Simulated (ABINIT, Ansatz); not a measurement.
# A GW chain in ABINIT: TiNF (Pmmn), part 2 of 3

Wanted: ground state, empty states, screening and self-energy for TiNF (Pmmn).

ABINIT 10.8.3; LDA and many-body steps on it, plane waves. Known limits of the many-body steps: not at the basis limit; coarse k mesh.

So far. Step 2 (Ground state): The gap is direct, at Γ.

### 3. Bands along the symmetry lines

Level of this step: DFT, LDA, plane waves, norm-conserving pseudopotentials (ABINIT).

Levels along a band path, at the cheap level, show where the edges lie and whether the meshes to come will hold them.

The input, run.abi:

```
acell 3*1.0 Angstrom
rprim 
  3.062004000000 0.000000000000 0.000000000000
  0.000000000000 3.964387000000 0.000000000000
  0.000000000000 0.000000000000 7.870826000000
ntypat 3
znucl 22 7 9
natom 6
typat 1 1 2 2 3 3
xred 
  0.500000000000 0.000000000000 0.895914000000
  0.000000000000 0.500000000000 0.104086000000
  0.500000000000 0.500000000000 0.939316000000
  0.000000000000 0.000000000000 0.060684000000
  0.000000000000 0.000000000000 0.724624000000
  0.500000000000 0.500000000000 0.275376000000
pp_dirpath "pseudos"
pseudos "Ti.upf, N.upf, F.upf"
ecut 38
iscf -2
irdden 1
kptopt 0
nkpt 100
kpt 
  0.00000000 0.00000000 0.00000000
  0.06250000 0.00000000 0.00000000
  0.12500000 0.00000000 0.00000000
  0.18750000 0.00000000 0.00000000
  0.25000000 0.00000000 0.00000000
  0.31250000 0.00000000 0.00000000
  0.37500000 0.00000000 0.00000000
  0.43750000 0.00000000 0.00000000
  0.50000000 0.00000000 0.00000000
  0.50000000 0.06250000 0.00000000
  0.50000000 0.12500000 0.00000000
  0.50000000 0.18750000 0.00000000
  0.50000000 0.25000000 0.00000000
  0.50000000 0.31250000 0.00000000
  0.50000000 0.37500000 0.00000000
  0.50000000 0.43750000 0.00000000
  0.50000000 0.50000000 0.00000000
  0.43750000 0.50000000 0.00000000
  0.37500000 0.50000000 0.00000000
  0.31250000 0.50000000 0.00000000
  0.25000000 0.50000000 0.00000000
  0.18750000 0.50000000 0.00000000
  0.12500000 0.50000000 0.00000000
  0.06250000 0.50000000 0.00000000
  0.00000000 0.50000000 0.00000000
  0.00000000 0.43750000 0.00000000
  0.00000000 0.37500000 0.00000000
  0.00000000 0.31250000 0.00000000
  0.00000000 0.25000000 0.00000000
  0.00000000 0.18750000 0.00000000
  0.00000000 0.12500000 0.00000000
  0.00000000 0.06250000 0.00000000
  0.00000000 0.00000000 0.00000000
  0.00000000 0.00000000 0.06250000
  0.00000000 0.00000000 0.12500000
  0.00000000 0.00000000 0.18750000
  0.00000000 0.00000000 0.25000000
  0.00000000 0.00000000 0.31250000
  0.00000000 0.00000000 0.37500000
  0.00000000 0.00000000 0.43750000
  0.00000000 0.00000000 0.50000000
  0.06250000 0.00000000 0.50000000
  0.12500000 0.00000000 0.50000000
  0.18750000 0.00000000 0.50000000
  0.25000000 0.00000000 0.50000000
  0.31250000 0.00000000 0.50000000
  0.37500000 0.00000000 0.50000000
  0.43750000 0.00000000 0.50000000
  0.50000000 0.00000000 0.50000000
  0.50000000 0.06250000 0.50000000
  0.50000000 0.12500000 0.50000000
  0.50000000 0.18750000 0.50000000
  0.50000000 0.25000000 0.50000000
  0.50000000 0.31250000 0.50000000
  0.50000000 0.37500000 0.50000000
  0.50000000 0.43750000 0.50000000
  0.50000000 0.50000000 0.50000000
  0.43750000 0.50000000 0.50000000
  0.37500000 0.50000000 0.50000000
  0.31250000 0.50000000 0.50000000
  0.25000000 0.50000000 0.50000000
  0.18750000 0.50000000 0.50000000
  0.12500000 0.50000000 0.50000000
  0.06250000 0.50000000 0.50000000
  0.00000000 0.50000000 0.50000000
  0.00000000 0.43750000 0.50000000
  0.00000000 0.37500000 0.50000000
  0.00000000 0.31250000 0.50000000
  0.00000000 0.25000000 0.50000000
  0.00000000 0.18750000 0.50000000
  0.00000000 0.12500000 0.50000000
  0.00000000 0.06250000 0.50000000
  0.00000000 0.00000000 0.50000000
  0.50000000 0.00000000 0.00000000
  0.50000000 0.00000000 0.06250000
  0.50000000 0.00000000 0.12500000
  0.50000000 0.00000000 0.18750000
  0.50000000 0.00000000 0.25000000
  0.50000000 0.00000000 0.31250000
  0.50000000 0.00000000 0.37500000
  0.50000000 0.00000000 0.43750000
  0.50000000 0.00000000 0.50000000
  0.00000000 0.50000000 0.00000000
  0.00000000 0.50000000 0.06250000
  0.00000000 0.50000000 0.12500000
  0.00000000 0.50000000 0.18750000
  0.00000000 0.50000000 0.25000000
  0.00000000 0.50000000 0.31250000
  0.00000000 0.50000000 0.37500000
  0.00000000 0.50000000 0.43750000
  0.00000000 0.50000000 0.50000000
  0.50000000 0.50000000 0.00000000
  0.50000000 0.50000000 0.06250000
  0.50000000 0.50000000 0.12500000
  0.50000000 0.50000000 0.18750000
  0.50000000 0.50000000 0.25000000
  0.50000000 0.50000000 0.31250000
  0.50000000 0.50000000 0.37500000
  0.50000000 0.50000000 0.43750000
  0.50000000 0.50000000 0.50000000
istwfk *1
nband 31
nbdbuf 2
tolwfr 1e-08
nstep 40
prtwf 0
prtvol 0
indata_prefix "in"
outdata_prefix "out"
tmpdata_prefix "tmp"
```

Run with:

```bash
$ OMP_NUM_THREADS=1 mpirun -n 4 abinit run.abi > log
```

Numbers of over 12 decimals in the logs are rounded to 6 here.

The program printed:

```text
.Version 10.8.3 of ABINIT. v10.8.2 released Aug 2026.

 Symmetries : space group Pm m n (# 59); Bravais oP (primitive ortho.)
[... echo of the input left out ...]
== DATASET  1 ==================================================================
-   mpi_nproc: 4, omp_nthreads: 1 (-1 if OMP is not activated)

--- !DatasetInfo
iteration_state: {dtset: 1, }
dimensions: {natom: 6, nkpt: 100, mband: 31, nsppol: 1, nspinor: 1, nspden: 1, mpw: 7264, }
cutoff_energies: {ecut:  38.0, pawecutdg:  -1.0, }
electrons: {nelect:   4.80000000E+01, charge:   0.00000000E+00, occopt:   1.00000000E+00, tsmear:   1.00000000E-02, }

 Real(R)+Recip(G) space primitive vectors, cartesian coordinates (Bohr,Bohr^-1):
 R(1)=  5.7863490  0.0000000  0.0000000  G(1)=  0.1728205  0.0000000  0.0000000
 R(2)=  0.0000000  7.4916057  0.0000000  G(2)=  0.0000000  0.1334827  0.0000000
 R(3)=  0.0000000  0.0000000 14.8737055  G(3)=  0.0000000  0.0000000  0.0672327
 Unit cell volume ucvol=  6.4476093E+02 bohr^3
 Angles (23,13,12)=  9.00000000E+01  9.00000000E+01  9.00000000E+01 degrees

 getcut: wavevector=  0.0000  0.0000  0.0000  ngfft=  36  45  90
         ecut(hartree)=     38.000   => boxcut(ratio)=   2.11651

--- Pseudopotential description ------------------------------------------------
- Ti Generated using ONCVPSP code by D. R. Hamann
- 22.00000  12.00000  180309                  znucl, zion, pspdat
12 -1012 2 -1 1568                            pspcod,pspxc,lmax,lloc,mmax
     nproj     2     2     2
  pspatm : epsatm=   14.84363209
         --- l  ekb(1:nproj) -->
             0   11.277028    1.250396
             1    1.832338   -0.094357
             2   -5.297893   -1.508002
 pspatm: atomic psp has been read  and splines computed

- N Generated using ONCVPSP code by D. R. Hamann
-  7.00000   5.00000  180309                  znucl, zion, pspdat
12 -1012 1 -1 1058                            pspcod,pspxc,lmax,lloc,mmax
     nproj     2     2     0
  pspatm : epsatm=    5.30777321
         --- l  ekb(1:nproj) -->
[...]
pspatm: atomic psp has been read  and splines computed

- F Generated using ONCVPSP code by D. R. Hamann
-  9.00000   7.00000  201202                  znucl, zion, pspdat
12 -1012 2 -1 824                             pspcod,pspxc,lmax,lloc,mmax
     nproj     2     2     1
  pspatm : epsatm=    4.94580260
         --- l  ekb(1:nproj) -->
[...]
2   -2.364936
 pspatm: atomic psp has been read  and splines computed

--------------------------------------------------------------------------------

================================================================================
 prteigrs : about to open file out_EIG
 Non-SCF case, kpt    1 (  0.00000  0.00000  0.00000), residuals and eigenvalues=
  7.43E-09  8.94E-09  7.43E-09  5.86E-09  5.17E-09  3.82E-09  9.65E-09  9.25E-09
[...]
-7.6167E-02 -7.6167E-02 -3.0292E-02 -3.0292E-02 -2.1533E-02 -2.1533E-02
  1.4673E-01  1.4673E-01  1.5205E-01  1.5205E-01  1.7909E-01  1.7909E-01
  2.4493E-01

--- !ResultsGS
iteration_state: {dtset: 1, }
comment   : Summary of ground state results
lattice_vectors:
- [  5.7863490,   0.0000000,   0.0000000, ]
- [  0.0000000,   7.4916057,   0.0000000, ]
- [  0.0000000,   0.0000000,  14.8737055, ]
lattice_lengths: [   5.78635,    7.49161,   14.87371, ]
lattice_angles: [ 90.000,  90.000,  90.000, ] # degrees, (23, 13, 12)
lattice_volume:   6.4476093E+02
convergence: {deltae:  0.000E+00, res2:  0.000E+00, residm:  9.994E-09, diffor:  0.000E+00, }
etotal    :  -1.88904238E+02
entropy   :   0.00000000E+00
fermie    :   7.68222598E-02
cartesian_stress_tensor: null
pressure_GPa: null
xred      :
- [  5.0000E-01,   0.0000E+00,   8.9591E-01, Ti]
- [  0.0000E+00,   5.0000E-01,   1.0409E-01, Ti]
- [  5.0000E-01,   5.0000E-01,   9.3932E-01,  N]
- [  0.0000E+00,   0.0000E+00,   6.0684E-02,  N]
- [  0.0000E+00,   0.0000E+00,   7.2462E-01,  F]
- [  5.0000E-01,   5.0000E-01,   2.7538E-01,  F]
cartesian_forces: null
force_length_stats: {min: null, max: null, mean: null, }

 Integrated electronic density in atomic spheres:
 ------------------------------------------------
 Atom  Sphere_radius  Integrated_density
[...]
================================================================================

 ----iterations are completed or convergence reached----

 Mean square residual over all n,k,spin=   64.401E-10; max=  99.936E-10
 reduced coordinates (array xred) for    6 atoms
[...]
0.000000000000      0.000000000000      0.724624000000
       0.500000000000      0.500000000000      0.275376000000

 cartesian coordinates (angstrom) at end:
    1      1.531002     0.000000     7.051583
    2      0.000000     1.982193     0.819243
    3      1.531002     1.982193     7.393193
    4      0.000000     0.000000     0.477633
    5      0.000000     0.000000     5.703389
    6      1.531002     1.982193     2.167437
 length scales=  1.889726125908  1.889726125908  1.889726125908 bohr
              =  1.000000000000  1.000000000000  1.000000000000 angstroms
 prteigrs : about to open file out_EIG
 Eigenvalues (hartree) for nkpt= 100  k points:
 kpt#   1, nband= 31, wtk=  1.00000, kpt=  0.0000  0.0000  0.0000 (reduced coord)
[...]
kpt#   2, nband= 31, wtk=  1.00000, kpt=  0.0625  0.0000  0.0000 (reduced coord)
[...]
kpt#   3, nband= 31, wtk=  1.00000, kpt=  0.1250  0.0000  0.0000 (reduced coord)
[...]
kpt#  99, nband= 31, wtk=  1.00000, kpt=  0.5000  0.5000  0.4375 (reduced coord)
[...]
0.14674    0.14674    0.15205    0.15205    0.17909    0.17909    0.24493
 kpt# 100, nband= 31, wtk=  1.00000, kpt=  0.5000  0.5000  0.5000 (reduced coord)
[...]
-0.75731   -0.75731   -0.39211   -0.39211   -0.14912   -0.14912   -0.12435   -0.12435
  -0.10353   -0.10353   -0.07617   -0.07617   -0.03029   -0.03029   -0.02153   -0.02153
   0.14673    0.14673    0.15205    0.15205    0.17909    0.17909    0.24493

== END DATASET(S) ==============================================================
================================================================================

 -outvars: echo values of variables after computation  --------
            nband          31
             nkpt         100
          spgroup          59
 [... the other variables as echoed above ...]

 Calculation completed.
```

It took 3.8 min on 4 MPI ranks of Arm Neoverse V1, shared host; peak memory 0.64 GiB.

This step gave:

```yaml
gap: 0.6504 eV
k_of_the_valence_top: 0, 0, 0
k_of_the_conduction_bottom: 0, 0, 0
least_direct_gap: 0.6504 eV
```

The gap is 0.650 eV, as in the run before at this level.

Electronic bands along the path, in eV, zero at the top of the highest filled band:

```csv
point,band 21,band 22,band 23,band 24,band 25,band 26,band 27,band 28
Γ,-2.65,-2.62,-1.25,0.00,0.65,1.40,1.56,1.92
halfway,-2.70,-2.16,-1.44,-1.42,1.39,1.77,1.90,2.02
X,-2.96,-2.96,-1.56,-1.56,1.83,1.83,2.02,2.02
halfway,-3.50,-3.50,-1.48,-1.48,1.33,1.33,2.04,2.04
S,-2.92,-2.92,-2.67,-2.67,1.91,1.91,2.05,2.05
halfway,-3.18,-3.18,-2.19,-2.19,1.51,1.51,2.21,2.21
Y,-2.73,-2.73,-2.29,-2.29,1.12,1.12,2.20,2.20
halfway,-2.76,-2.28,-2.02,-1.93,1.28,1.43,1.52,2.19
Γ,-2.65,-2.62,-1.25,0.00,0.65,1.40,1.56,1.92
halfway,-2.67,-2.63,-1.25,0.00,0.65,1.40,1.54,1.92
Z,-2.70,-2.64,-1.25,0.00,0.65,1.40,1.53,1.92
halfway,-2.71,-2.15,-1.46,-1.42,1.39,1.78,1.90,2.03
U,-2.96,-2.96,-1.56,-1.56,1.83,1.83,2.02,2.02
halfway,-3.50,-3.50,-1.48,-1.48,1.33,1.33,2.04,2.04
R,-2.91,-2.91,-2.68,-2.68,1.90,1.90,2.05,2.05
halfway,-3.18,-3.18,-2.20,-2.20,1.51,1.51,2.22,2.22
T,-2.73,-2.73,-2.28,-2.28,1.12,1.12,2.20,2.20
halfway,-2.75,-2.31,-2.02,-1.93,1.28,1.43,1.52,2.19
Z,-2.70,-2.64,-1.25,0.00,0.65,1.40,1.53,1.92
jump to X,-2.96,-2.96,-1.56,-1.56,1.83,1.83,2.02,2.02
halfway,-2.96,-2.96,-1.56,-1.56,1.83,1.83,2.02,2.02
U,-2.96,-2.96,-1.56,-1.56,1.83,1.83,2.02,2.02
jump to Y,-2.73,-2.73,-2.29,-2.29,1.12,1.12,2.20,2.20
halfway,-2.73,-2.73,-2.29,-2.29,1.12,1.12,2.20,2.20
T,-2.73,-2.73,-2.28,-2.28,1.12,1.12,2.20,2.20
jump to S,-2.92,-2.92,-2.67,-2.67,1.91,1.91,2.05,2.05
```

### 4. Empty states on the mesh, 4×2×1 mesh, 195 bands

The sums over transitions need many empty states on a uniform mesh; this step solves for them.

The input, run.abi:

```
acell 3*1.0 Angstrom
rprim 
  3.062004000000 0.000000000000 0.000000000000
  0.000000000000 3.964387000000 0.000000000000
  0.000000000000 0.000000000000 7.870826000000
ntypat 3
znucl 22 7 9
natom 6
typat 1 1 2 2 3 3
xred 
  0.500000000000 0.000000000000 0.895914000000
  0.000000000000 0.500000000000 0.104086000000
  0.500000000000 0.500000000000 0.939316000000
  0.000000000000 0.000000000000 0.060684000000
  0.000000000000 0.000000000000 0.724624000000
  0.500000000000 0.500000000000 0.275376000000
pp_dirpath "pseudos"
pseudos "Ti.upf, N.upf, F.upf"
ecut 38
ngkpt 4 2 1
nshiftk 1
shiftk 0 0 0
kptopt 1
chksymbreak 0
iscf -2
irdden 1
istwfk *1
nband 195
nbdbuf 16
tolwfr 1e-09
nstep 60
prtvol 0
indata_prefix "in"
outdata_prefix "out"
tmpdata_prefix "tmp"
```

The program printed:

```text
.Version 10.8.3 of ABINIT. v10.8.2 released Aug 2026.

 Symmetries : space group Pm m n (# 59); Bravais oP (primitive ortho.)
[... echo of the input left out ...]
== DATASET  1 ==================================================================
-   mpi_nproc: 4, omp_nthreads: 1 (-1 if OMP is not activated)

--- !DatasetInfo
iteration_state: {dtset: 1, }
dimensions: {natom: 6, nkpt: 6, mband: 195, nsppol: 1, nspinor: 1, nspden: 1, mpw: 7264, }
cutoff_energies: {ecut:  38.0, pawecutdg:  -1.0, }
electrons: {nelect:   4.80000000E+01, charge:   0.00000000E+00, occopt:   1.00000000E+00, tsmear:   1.00000000E-02, }

 Real(R)+Recip(G) space primitive vectors, cartesian coordinates (Bohr,Bohr^-1):
 R(1)=  5.7863490  0.0000000  0.0000000  G(1)=  0.1728205  0.0000000  0.0000000
 R(2)=  0.0000000  7.4916057  0.0000000  G(2)=  0.0000000  0.1334827  0.0000000
 R(3)=  0.0000000  0.0000000 14.8737055  G(3)=  0.0000000  0.0000000  0.0672327
 Unit cell volume ucvol=  6.4476093E+02 bohr^3
 Angles (23,13,12)=  9.00000000E+01  9.00000000E+01  9.00000000E+01 degrees

 getcut: wavevector=  0.0000  0.0000  0.0000  ngfft=  36  45  90
         ecut(hartree)=     38.000   => boxcut(ratio)=   2.11651

--- Pseudopotential description ------------------------------------------------
- Ti Generated using ONCVPSP code by D. R. Hamann
- 22.00000  12.00000  180309                  znucl, zion, pspdat
12 -1012 2 -1 1568                            pspcod,pspxc,lmax,lloc,mmax
     nproj     2     2     2
  pspatm : epsatm=   14.84363209
         --- l  ekb(1:nproj) -->
             0   11.277028    1.250396
             1    1.832338   -0.094357
             2   -5.297893   -1.508002
 pspatm: atomic psp has been read  and splines computed

- N Generated using ONCVPSP code by D. R. Hamann
-  7.00000   5.00000  180309                  znucl, zion, pspdat
12 -1012 1 -1 1058                            pspcod,pspxc,lmax,lloc,mmax
     nproj     2     2     0
  pspatm : epsatm=    5.30777321
         --- l  ekb(1:nproj) -->
[...]
pspatm: atomic psp has been read  and splines computed

- F Generated using ONCVPSP code by D. R. Hamann
-  9.00000   7.00000  201202                  znucl, zion, pspdat
12 -1012 2 -1 824                             pspcod,pspxc,lmax,lloc,mmax
     nproj     2     2     1
  pspatm : epsatm=    4.94580260
         --- l  ekb(1:nproj) -->
[...]
2   -2.364936
 pspatm: atomic psp has been read  and splines computed

--------------------------------------------------------------------------------

================================================================================
 prteigrs : about to open file out_EIG
 Non-SCF case, kpt    1 (  0.00000  0.00000  0.00000), residuals and eigenvalues=
  8.94E-10  1.22E-10  4.48E-10  4.75E-10  4.70E-10  4.98E-10  4.68E-10  7.21E-10
  9.40E-11  7.10E-11  6.61E-10  4.93E-10  1.23E-10  6.67E-11  1.70E-10  1.12E-10
  1.27E-10  1.05E-10  8.92E-11  1.20E-10  7.90E-11  8.12E-11  1.13E-10  7.88E-11
[...]
-2.0211E+00 -2.0184E+00 -1.1655E+00 -1.1614E+00 -1.1595E+00 -1.1569E+00
 -1.1524E+00 -1.1521E+00 -7.6221E-01 -7.6105E-01 -4.5253E-01 -4.0272E-01
 -1.4068E-01 -1.2498E-01 -1.2323E-01 -1.2017E-01 -9.4285E-02 -8.9409E-02
[...]
2.8359E+00  2.8588E+00  2.8803E+00  2.8872E+00  2.8910E+00  2.9035E+00
  2.9191E+00  2.9204E+00  2.9208E+00  2.9218E+00  2.9413E+00  2.9603E+00
[...]
prteigrs : prtvol=0 or 1, do not print more k-points.

--- !ResultsGS
iteration_state: {dtset: 1, }
comment   : Summary of ground state results
lattice_vectors:
- [  5.7863490,   0.0000000,   0.0000000, ]
- [  0.0000000,   7.4916057,   0.0000000, ]
- [  0.0000000,   0.0000000,  14.8737055, ]
lattice_lengths: [   5.78635,    7.49161,   14.87371, ]
lattice_angles: [ 90.000,  90.000,  90.000, ] # degrees, (23, 13, 12)
lattice_volume:   6.4476093E+02
convergence: {deltae:  0.000E+00, res2:  0.000E+00, residm:  9.987E-10, diffor:  0.000E+00, }
etotal    :  -1.88904238E+02
entropy   :   0.00000000E+00
fermie    :   7.68222598E-02
cartesian_stress_tensor: null
pressure_GPa: null
xred      :
- [  5.0000E-01,   0.0000E+00,   8.9591E-01, Ti]
- [  0.0000E+00,   5.0000E-01,   1.0409E-01, Ti]
- [  5.0000E-01,   5.0000E-01,   9.3932E-01,  N]
- [  0.0000E+00,   0.0000E+00,   6.0684E-02,  N]
- [  0.0000E+00,   0.0000E+00,   7.2462E-01,  F]
- [  5.0000E-01,   5.0000E-01,   2.7538E-01,  F]
cartesian_forces: null
force_length_stats: {min: null, max: null, mean: null, }

 Integrated electronic density in atomic spheres:
 ------------------------------------------------
 Atom  Sphere_radius  Integrated_density
[...]
================================================================================

 ----iterations are completed or convergence reached----

 Mean square residual over all n,k,spin=   35.647E-11; max=  99.873E-11
 reduced coordinates (array xred) for    6 atoms
[...]
0.500000000000      0.500000000000      0.275376000000

 cartesian coordinates (angstrom) at end:
    1      1.531002     0.000000     7.051583
    2      0.000000     1.982193     0.819243
    3      1.531002     1.982193     7.393193
    4      0.000000     0.000000     0.477633
    5      0.000000     0.000000     5.703389
    6      1.531002     1.982193     2.167437
 length scales=  1.889726125908  1.889726125908  1.889726125908 bohr
              =  1.000000000000  1.000000000000  1.000000000000 angstroms
 prteigrs : about to open file out_EIG
 Eigenvalues (hartree) for nkpt=   6  k points:
 kpt#   1, nband=195, wtk=  0.12500, kpt=  0.0000  0.0000  0.0000 (reduced coord)
[...]
2.80370    2.81798    2.82777    2.82933    2.83590    2.85878    2.88026    2.88722
   2.89102    2.90353    2.91908    2.92041    2.92081    2.92178    2.94130    2.96033
   2.96866    2.97509    2.97854
 prteigrs : prtvol=0 or 1, do not print more k-points.

== END DATASET(S) ==============================================================
================================================================================

 -outvars: echo values of variables after computation  --------
            nband         195
             nkpt           6
          spgroup          59
 [... the other variables as echoed above ...]

 Calculation completed.
```

Elapsed: 2.3 min, on 4 MPI ranks; peak memory 0.47 GiB.

Numbers from this step:

```yaml
gap: 0.6504 eV
k_of_the_valence_top: 0, 0, 0
k_of_the_conduction_bottom: 0, 0, 0
least_direct_gap: 0.6504 eV
k_points_computed: 6
lowest_point_of_the_top_converged_band_above_the_valence_top: 73.1271 eV
```

On this mesh the gap is 0.650 eV.

[end of part 2 of 3]

[Paths, hosts, dates, memory and timing lines, banners, echoed tables and standing remarks are left out of the program output.]

[Logs are printed without paths, hosts, clocks, repeated set-up lines and the standing remarks that a program may print on its own settings, such as how far it seeks lower states.]

[Runs of the session that timed out or met a known fault of the program may be left out.]

[Hosts, paths, dates, database ids (printed as entryN), source tags and the programs' standing remarks are cut or masked in the printed files.]

[G0W0 gaps are taken among the corrected bands and points alone; a level outside them can change the order at an edge.]

[Where Ansatz stands beside ABINIT at settings called matched, ABINIT's density can come from a denser mesh and the files from another edition; pairs whose starting gaps differed by over 0.03 eV were left out, so agreement reads better than it is.]
